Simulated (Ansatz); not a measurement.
# SnSe2 (P-3m1): zone-centre modes against carrier density, part 2 of 2

Aim: how far do free carriers move the optical modes of SnSe2 (P-3m1)?

Ansatz 0.2.0; DFT PBE+D3(BJ), scalar-relativistic, plane waves, PAW; PAW set soft_1.

So far. Step 5 (Tight relaxation): The largest force component left is 0.30 meV/Å and the pressure is -0.003 GPa, within the tolerances set. The cell now holds 25.57 Å³/atom.

## Step 6: Relaxation of a member: no carriers

The cell of the neutral crystal is kept with no carriers. The bands are sampled on 26×26×12 points with Fermi-Dirac filling of 0.03 eV.

Input file input.yaml:

```yaml
crystal:
  lattice:
    - [3.8396305501, 0.0, 0.0]
    - [-1.919815275, 3.3252175975, 0.0]
    - [0.0, 0.0, 6.00895919]
  atoms:
    - { symbol: Se, position: [0.3333333333, 0.6666666667, 0.265205288] }
    - { symbol: Se, position: [0.6666666667, 0.3333333333, 0.734794712] }
    - { symbol: Sn, position: [0.0, 0.0, 0.0] }
kpoints:
  mp_grid: { grid: [26, 26, 12] }
hamiltonian:
  xc: pbe
  dispersion: d3bj
  pseudopotentials: { kind: paw, azcp: { folder: soft_1 } }
scf:
  occupations: { method: fermi_dirac, width: 0.03 }
output:
  forces: true
  stress: true
  eigenvalues: true
relax:
  adjacent_minimum: "off"
  f_tol: 0.001
  max_steps: 60
```

The run is started by

```bash
ansatz run input.yaml --threads 8 --pin off --max-ram 16384MiB --backend cpu --events-out ev --progress --plain --runs-dir out
```

Numbers of over 12 decimals in the logs are rounded to 6 here.

What it wrote:

```text
[...]
k-point 769: bands = [... 19 lower, 3.8596, 4.3433, 7.7248, 7.7542, 10.3375, 12.3418, 12.3600, 13.8250, ... 1 higher]
--- Relaxed structure (4 steps of the walk, 3 accepted, 0 SCFs on fresh bases) ---
  F+E_penalty+E_count = -16964.52070166 eV   max|allowed force component| = 1.318e-5 eV/Å
  atoms:
    - { symbol: Se, position: [0.333333, 0.666667, 0.265231] }
    - { symbol: Se, position: [0.666667, 0.333333, 0.734769] }
    - { symbol: Sn, position: [0, 0, 0.0] }
[key lines of the parts left out:]
SCF converged after 4 iterations
Free energy (F): -16964.520702 eV
Fermi energy:    8.365876 eV
P = ⅓ Tr σ = -0.0070 GPa (-0.070 kbar)
```

Run time: 73 s. Hardware: 8 threads of Arm Neoverse N1, shared host; peak memory 1.4 GiB.

Hardly anything moved in the relaxation; the energy changed by under 0.2 meV an atom.

The largest force component left is 0.013 meV/Å.

## Step 7: Modes of this member: no carriers

The force constants come from the linear response of the density to a displacement.

The zone-centre modes follow for no carriers.

input.yaml, the sections that differ from step 6:

```yaml
crystal:
  lattice:
    - [3.8396305501, 0.0, 0.0]
    - [-1.919815275, 3.3252175975, 0.0]
    - [0.0, 0.0, 6.00895919]
  atoms:
    - { symbol: Se, position: [0.3333333333, 0.6666666667, 0.2652308877] }
    - { symbol: Se, position: [0.6666666667, 0.3333333333, 0.7347691123] }
    - { symbol: Sn, position: [0.0, 0.0, 0.0] }
output:
  eigenvalues: true
phonons:
  method: dfpt
# kpoints, hamiltonian, scf: as in step 6
# relax: removed
```

What it wrote:

```text
[...]
Crystal: 3 atoms, lattice volume = 76.720 Å³
Basis set: ecut = 420 eV, 1485 PW (Γ), exchange–correlation on 54×54×90 points (8 copies of the dense FFT grid, shifted against one another)
Bands: 28, of which v1, the nominal top of the filled ones, is band 23 counted from 1 (22 counted from 0)
Symmetry: 12 space group operations
k-points: 2121 of 8112 (irreducible under 2 space group operations, time reversal used)
[...]
SCF iter   1: F=—  HF=-16964.903547 eV  |F-HF|=—  |Δ(HF+E_count)|=         —  Δρ=3.22e-2  dr2=1.57e0  ethr=3.10e-3  ⟨swp⟩=7.1  Hψ=271940  notcnv=0
[...]
SCF iter  12: F=-16964.520702 eV  HF=-16964.520702 eV  |F-HF|=0.00e0  |Δ(HF+E_count)|=  3.64e-11  Δρ=4.83e-8  dr2=1.32e-12  ethr=1.00e-12  ⟨swp⟩=10.6  Hψ=288221  notcnv=0
SCF 1 converged in 12 iterations: F = -16964.520702 eV  dr2 = 1.32e-12
[...]
DFPT response loops at Γ: preconditioner auto → Kerker (q_TF=auto, 2.505 Å⁻¹) (partly filled bands, converged f_vac=0.045); β = 1.00, the filter's whole step (`scf.mixing.beta` (0.50) is not read by the response loops under this deck's `scf.mixing.preconditioner`; to damp them name `kerker` or `kerker_dos`, under which they read `scf.mixing.beta`, and type it under 1.00, their step now; both keys bind the ground state too); Broyden in place of MSR1
SCF converged after 12 iterations
Free energy (F): -16964.520702 eV
[...]
Internal energy: -16964.520692 eV  (E = F + TS)
E sigma→0 (E₀):  -16964.520697 eV
Entropy (-TS):   -0.000010 eV (-0.003 meV/atom)
Fermi energy:    8.365876 eV
[...]
--- Band table (eV; the first three rows and the last of 2121) ---
  k-point 0: bands = [... 19 lower, 7.4363, 7.6008, 7.6008, 8.0357, 8.8593, 11.0789, 12.6438, 12.6438, ... 1 higher]
  k-point 1: bands = [... 19 lower, 7.4124, 7.6308, 7.6308, 7.7487, 9.1091, 11.0788, 12.6161, 12.6161, ... 1 higher]
  k-point 2: bands = [... 19 lower, 7.3682, 7.3682, 7.6919, 7.6919, 9.5162, 11.0755, 12.5421, 12.5421, ... 1 higher]
  k-point 2120: bands = [... 19 lower, 4.6873, 5.5004, 6.1575, 7.0882, 9.3569, 13.4420, 14.0366, 14.2750, ... 1 higher]
--- Phonons (Γ-DFPT): 4 representative perturbations + reference, on 2121 of 8112 k-points (Σ response iterations 12) ---
  k mesh reduced under 2 symmetry operations, with k and −k counted as one. Each operation leaves every solved perturbation unchanged. A smaller set is not used because it would not reduce the number of displacements times k-points to solve
  ASR residual: 8.074e-5 → 0.000e0 eV/Å²; symmetrization residual: 5.814e-5 eV/Å²
  pairwise dispersion correction: d3bj (s6 = 1.0, s8 = 0.7875, a1 = 0.4289, a2_bohr = 4.4407), with the weights of each atom's references fixed at the reference crystal's, and the forces and stress that the weights' published response gives there kept as a pressure on the atom's counted neighbours (hamiltonian.dispersion)
  ASR residual per site (eV/Å²): 8.07e-5 8.07e-5 4.79e-5
  Γ frequencies (cm⁻¹): 0.00 0.00 0.00 123.43 123.43 142.07 142.07 180.75 239.83
  non-analytic LO–TO correction: not included (Born effective charges unavailable; polar crystals: no LO–TO splitting at Γ)
```

Elapsed: 9.7 min, on 8 threads; peak memory 11 GiB.

This step gave:

```yaml
sum_rule_residual_before_enforcement: 8.07e-5 eV/Å²
point_group: -3m
highest_optical_mode_at_the_zone_centre_no_lo_to_term: 239.8 cm⁻¹
lowest_optical_zone_centre_mode: 123.4 cm⁻¹
```

Without the LO-TO term. Patterns of degenerate modes are one choice out of their space. Modes at Γ, with each element's share of the kinetic energy:

```csv
mode,frequency (cm⁻¹),symmetry,Se %,Sn %
1,0.0,acoustic,57,43
2,0.0,acoustic,57,43
3,0.0,acoustic,57,43
4,123.4,Eg,100,0
5,123.4,Eg,100,0
6,142.1,Eu,43,57
7,142.1,Eu,43,57
8,180.8,A1g,100,0
9,239.8,A2u,43,57
```

Displacements in mode 4 (123.4 cm⁻¹), the largest set to 1:
```
Se1 -1.00 -0.10  0.00
Se2  1.00  0.10  0.00
Sn3  0.00  0.00  0.00
```

Displacements in mode 9 (239.8 cm⁻¹), the largest set to 1:
```
Se1  0.00  0.00 -0.75
Se2  0.00  0.00 -0.75
Sn3  0.00  0.00  1.00
```

Without the LO-TO term the lowest optical mode is real, 123 cm⁻¹, and the highest lies at 239.8 cm⁻¹.

## Step 8: Relaxation of a member: 15 × 10²⁰ electrons per cm³

The cell of the neutral crystal is kept with 15 × 10²⁰ electrons per cm³, balanced by a uniform background. The bands are sampled on 26×26×12 points with Fermi-Dirac filling of 0.03 eV.

input.yaml, the sections that differ from step 7:

```yaml
crystal:
  lattice:
    - [3.8396305501, 0.0, 0.0]
    - [-1.919815275, 3.3252175975, 0.0]
    - [0.0, 0.0, 6.00895919]
  atoms:
    - { symbol: Se, position: [0.3333333333, 0.6666666667, 0.265205288] }
    - { symbol: Se, position: [0.6666666667, 0.3333333333, 0.734794712] }
    - { symbol: Sn, position: [0.0, 0.0, 0.0] }
total_charge: -0.11508
output:
  forces: true
  stress: true
  eigenvalues: true
relax:
  adjacent_minimum: "off"
  f_tol: 0.001
  max_steps: 60
# kpoints, hamiltonian, scf: as in step 7
# phonons: removed
```

What it wrote:

```text
[...]
Crystal: 3 atoms, lattice volume = 76.720 Å³
Basis set: ecut = 420 eV, 1485 PW (Γ), exchange–correlation on 54×54×90 points (8 copies of the dense FFT grid, shifted against one another)
Bands: 28, of which v1, the nominal top of the filled ones, is band 23 counted from 1 (22 counted from 0)
Symmetry: 12 space group operations
[...]
k-point 769: bands = [... 19 lower, 3.8599, 4.3369, 7.7296, 7.7567, 10.3031, 12.2582, 12.2700, 13.7486, ... 1 higher]
--- Relaxed structure (5 steps of the walk, 4 accepted, 0 SCFs on fresh bases) ---
  F+E_penalty+E_count = -16963.51486313 eV   max|allowed force component| = 1.126e-4 eV/Å
  atoms:
    - { symbol: Se, position: [0.333333, 0.666667, 0.267339] }
    - { symbol: Se, position: [0.666667, 0.333333, 0.732661] }
    - { symbol: Sn, position: [0, 0, 0] }
[key lines of the parts left out:]
SCF converged after 3 iterations
Free energy (F): -16963.514863 eV
Fermi energy:    8.870900 eV
P = ⅓ Tr σ = 0.0514 GPa (0.514 kbar)
```

Wall time 95 s (8 threads); peak memory 1.4 GiB.

Step by step:

```csv
step,energy less that of the first step (eV),largest force component (eV/Å)
1,0.0000,0.1146
2,0.0038,0.2110
3,-0.0015,0.0057
4,-0.0015,0.0001
5,-0.0015,0.0001
```

Relaxation step 2 was tried and not accepted.

Forces are held to the 12 operations that the run works with; a distortion that breaks them can't arise in this run.

The atoms that moved most (Å):

```csv
atom,dx,dy,dz,length
Se1,0.000,0.000,0.013,0.013
Se2,0.000,0.000,-0.013,0.013
```

The relaxed structure:

```
Se Sn
1.0
     3.83963    0.00000    0.00000
    -1.91982    3.32522    0.00000
     0.00000    0.00000    6.00896
Se Sn
2 1
Direct
  0.33333 0.66667 0.26734
  0.66667 0.33333 0.73266
  0.00000 0.00000 0.00000
```

The largest force component left is 0.11 meV/Å.

## Step 9: Zone-centre modes of the member: 15 × 10²⁰ electrons per cm³

The zone-centre modes follow for 15 × 10²⁰ electrons per cm³.

input.yaml, the sections that differ from step 8:

```yaml
crystal:
  lattice:
    - [3.8396305501, 0.0, 0.0]
    - [-1.919815275, 3.3252175975, 0.0]
    - [0.0, 0.0, 6.00895919]
  atoms:
    - { symbol: Se, position: [0.3333333333, 0.6666666667, 0.2673393477] }
    - { symbol: Se, position: [0.6666666667, 0.3333333333, 0.7326606523] }
    - { symbol: Sn, position: [0.0, 0.0, 0.0] }
output:
  eigenvalues: true
phonons:
  method: dfpt
# total_charge, kpoints, hamiltonian, scf: as in step 8
# relax: removed
```

What it wrote:

```text
[...]
Crystal: 3 atoms, lattice volume = 76.720 Å³
Basis set: ecut = 420 eV, 1485 PW (Γ), exchange–correlation on 54×54×90 points (8 copies of the dense FFT grid, shifted against one another)
Bands: 28, of which v1, the nominal top of the filled ones, is band 23 counted from 1 (22 counted from 0)
Symmetry: 12 space group operations
k-points: 2121 of 8112 (irreducible under 2 space group operations, time reversal used)
[...]
k-point 2: bands = [... 19 lower, 7.3958, 7.3958, 7.7141, 7.7141, 9.5039, 11.0966, 12.5456, 12.5456, ... 1 higher]
  k-point 2120: bands = [... 19 lower, 4.7024, 5.5035, 6.1442, 7.0576, 9.2932, 13.3925, 13.9917, 14.2512, ... 1 higher]
[...]
ASR residual: 1.189e-4 → 0.000e0 eV/Å²; symmetrization residual: 3.880e-5 eV/Å²
[...]
ASR residual per site (eV/Å²): 1.08e-4 1.08e-4 1.19e-4
  Γ frequencies (cm⁻¹): 0.00 0.00 0.00 120.54 120.54 138.75 138.75 174.00 236.34
[...]
[key lines of the parts left out:]
SCF converged after 10 iterations
Free energy (F): -16963.514863 eV
Fermi energy:    8.870900 eV
```

Wall time 9.5 min (8 threads); peak memory 11 GiB; 69 min of CPU time.

Numbers from this step:

```
sum-rule residual before enforcement                    : 1.19e-4 eV/Å²
highest optical mode at the zone centre (no LO-TO term) : 236.3 cm⁻¹
lowest optical zone-centre mode                         : 120.5 cm⁻¹
```

Without the LO-TO term. Patterns of degenerate modes are one choice out of their space. The modes at Γ (shares of kinetic energy by element, %):

```csv
mode,frequency (cm⁻¹),symmetry,Se %,Sn %
1,0.0,acoustic,57,43
2,0.0,acoustic,57,43
3,0.0,acoustic,57,43
4,120.5,Eg,100,0
5,120.5,Eg,100,0
6,138.8,Eu,43,57
7,138.8,Eu,43,57
8,174.0,A1g,100,0
9,236.3,A2u,43,57
```

Without the LO-TO term the lowest optical mode is real, 121 cm⁻¹, and the highest lies at 236.3 cm⁻¹.

## Step 10: A check on a coarser mesh: 2 × 10²⁰ electrons per cm³

To see what the mesh is worth, the run for 2 × 10²⁰ electrons per cm³ is repeated on 21×21×10 points.

input.yaml, the sections that differ from step 9:

```yaml
crystal:
  lattice:
    - [3.8396305501, 0.0, 0.0]
    - [-1.919815275, 3.3252175975, 0.0]
    - [0.0, 0.0, 6.00895919]
  atoms:
    - { symbol: Se, position: [0.3333333333, 0.6666666667, 0.26553201] }
    - { symbol: Se, position: [0.6666666667, 0.3333333333, 0.73446799] }
    - { symbol: Sn, position: [0.0, 0.0, 0.0] }
total_charge: -0.015344
kpoints:
  mp_grid: { grid: [21, 21, 10] }
# hamiltonian, scf, output, phonons: as in step 9
```

What it wrote:

```text
[...]
Crystal: 3 atoms, lattice volume = 76.720 Å³
Basis set: ecut = 420 eV, 1485 PW (Γ), exchange–correlation on 54×54×90 points (8 copies of the dense FFT grid, shifted against one another)
Bands: 28, of which v1, the nominal top of the filled ones, is band 23 counted from 1 (22 counted from 0)
Symmetry: 12 space group operations
k-points: 1166 of 4410 (irreducible under 2 space group operations, time reversal used)
[...]
k-point 2: bands = [... 19 lower, 7.3544, 7.3544, 7.7215, 7.7215, 9.6732, 11.0747, 12.5047, 12.5047, ... 1 higher]
  k-point 1165: bands = [... 19 lower, 4.4746, 5.2207, 7.4061, 7.4611, 10.0745, 12.3747, 13.1076, 13.7567, ... 1 higher]
[...]
ASR residual: 7.278e-5 → 0.000e0 eV/Å²; symmetrization residual: 7.047e-6 eV/Å²
[...]
ASR residual per site (eV/Å²): 4.81e-5 4.81e-5 7.28e-5
  Γ frequencies (cm⁻¹): 0.00 0.00 0.00 121.90 121.90 141.59 141.59 180.18 239.33
[...]
[key lines of the parts left out:]
SCF converged after 15 iterations
Free energy (F): -16964.389220 eV
Fermi energy:    8.623567 eV
```

The job ended after 4.9 min (8 threads; peak memory 7.1 GiB).

This step gave:

```
sum-rule residual before enforcement                    : 7.28e-5 eV/Å²
highest optical mode at the zone centre (no LO-TO term) : 239.3 cm⁻¹
lowest optical zone-centre mode                         : 121.9 cm⁻¹
```

The highest mode comes at 239.3 cm⁻¹, against 239.3 cm⁻¹ on 26×26×12 points.

## Step 11: A check on a coarser mesh: 10 × 10²⁰ electrons per cm³

To see what the mesh is worth, the run for 10 × 10²⁰ electrons per cm³ is repeated on 21×21×10 points.

input.yaml, the sections that differ from step 10:

```yaml
crystal:
  lattice:
    - [3.8396305501, 0.0, 0.0]
    - [-1.919815275, 3.3252175975, 0.0]
    - [0.0, 0.0, 6.00895919]
  atoms:
    - { symbol: Se, position: [0.3333333333, 0.6666666667, 0.2666019854] }
    - { symbol: Se, position: [0.6666666667, 0.3333333333, 0.7333980146] }
    - { symbol: Sn, position: [0.0, 0.0, 0.0] }
total_charge: -0.07672
# kpoints, hamiltonian, scf, output, phonons: as in step 10
```

What it wrote:

```text
[...]
Crystal: 3 atoms, lattice volume = 76.720 Å³
Basis set: ecut = 420 eV, 1485 PW (Γ), exchange–correlation on 54×54×90 points (8 copies of the dense FFT grid, shifted against one another)
Bands: 28, of which v1, the nominal top of the filled ones, is band 23 counted from 1 (22 counted from 0)
Symmetry: 12 space group operations
k-points: 1166 of 4410 (irreducible under 2 space group operations, time reversal used)
[...]
k-point 2: bands = [... 19 lower, 7.3679, 7.3679, 7.7334, 7.7334, 9.6685, 11.0845, 12.5058, 12.5058, ... 1 higher]
  k-point 1165: bands = [... 19 lower, 4.4771, 5.2161, 7.4079, 7.4540, 10.0581, 12.3470, 13.0627, 13.7343, ... 1 higher]
[...]
ASR residual: 1.419e-4 → 0.000e0 eV/Å²; symmetrization residual: 8.620e-6 eV/Å²
[...]
ASR residual per site (eV/Å²): 5.31e-5 5.31e-5 1.42e-4
  Γ frequencies (cm⁻¹): 0.00 0.00 0.00 120.66 120.66 139.90 139.90 177.49 237.52
[...]
[key lines of the parts left out:]
SCF converged after 14 iterations
Free energy (F): -16963.854014 eV
Fermi energy:    8.801629 eV
```

The job ended after 4.9 min (8 threads; peak memory 7.1 GiB; 35 min of CPU time).

Numbers from this step:

```
sum-rule residual before enforcement                    : 1.42e-4 eV/Å²
highest optical mode at the zone centre (no LO-TO term) : 237.5 cm⁻¹
lowest optical zone-centre mode                         : 120.7 cm⁻¹
```

The highest mode comes at 237.5 cm⁻¹, against 237.5 cm⁻¹ on 26×26×12 points.

## Step 12: All members side by side

The members are set side by side, also those not shown above.

Electrons count positive and holes negative; without the LO-TO term; modes are tracked from the neutral crystal by their patterns, and those within 0.3 cm⁻¹ of each other stand once; the cell of the neutral crystal is kept and the atoms are relaxed where symmetry leaves them free; all runs use 26×26×12 k points and Fermi-Dirac smearing of 0.03 eV. Optical modes along the series:

```csv
carriers (10²⁰ cm⁻³),mode 4 Eg (cm⁻¹),mode 6 Eu (cm⁻¹),mode 8 A1g (cm⁻¹),mode 9 A2u (cm⁻¹)
0,123.4,142.1,180.8,239.8
1,122.5,141.8,180.4,239.6
2,121.8,141.6,180.1,239.3
4,121.1,141.1,179.5,238.8
6,121.1,140.7,179,238.4
10,120.2,139.9,177.9,237.5
15,120.5,138.8,174,236.3
```

## Step 13: Outcome

```
members                         : 7
mode that changes most, in cm⁻¹ : mode 8 A1g
its frequency without carriers  : 180.75 cm⁻¹
its frequency at 15 × 10²⁰ cm⁻³ : 174.00 cm⁻¹
```

At 15 × 10²⁰ electrons per cm³ the largest change in cm⁻¹ is that of mode 8 A1g, -6.75 cm⁻¹ from 180.75 cm⁻¹. At 2 and 10 × 10²⁰ cm⁻³ the coarser mesh moves the optical modes by up to 0.45 cm⁻¹, a measure of the error left by the mesh there. The response is adiabatic: the carriers follow the ions at once. Where they cannot, as for a zone-centre mode faster than their scattering, measured shifts differ, and line shapes are not given here. The background stands for dopants without their size, scattering or local bonds, and the cell is that of the neutral crystal, although carriers also change the volume at rest, which would shift the modes as well. In a polar crystal the carriers also screen the field of the longitudinal modes, often the largest effect; only modes without that field are treated here. These are harmonic frequencies of a static lattice, with warm electrons: anharmonic shifts, linewidths and thermal expansion are left out. Spin-orbit coupling is left out, which can matter for the heavy elements here. In the phonons the program holds the C6 weights of the dispersion term fixed, leaving out their change with coordination. Only the zone centre was solved, so an instability at another wavevector cannot show here.

[Logs are printed without paths, hosts, clocks, repeated set-up lines and the standing remarks that a program may print on its own settings, such as how far it seeks lower states.]

[Hosts, paths, dates, database ids (printed as entryN), source tags and the programs' standing remarks are cut or masked in the printed files.]
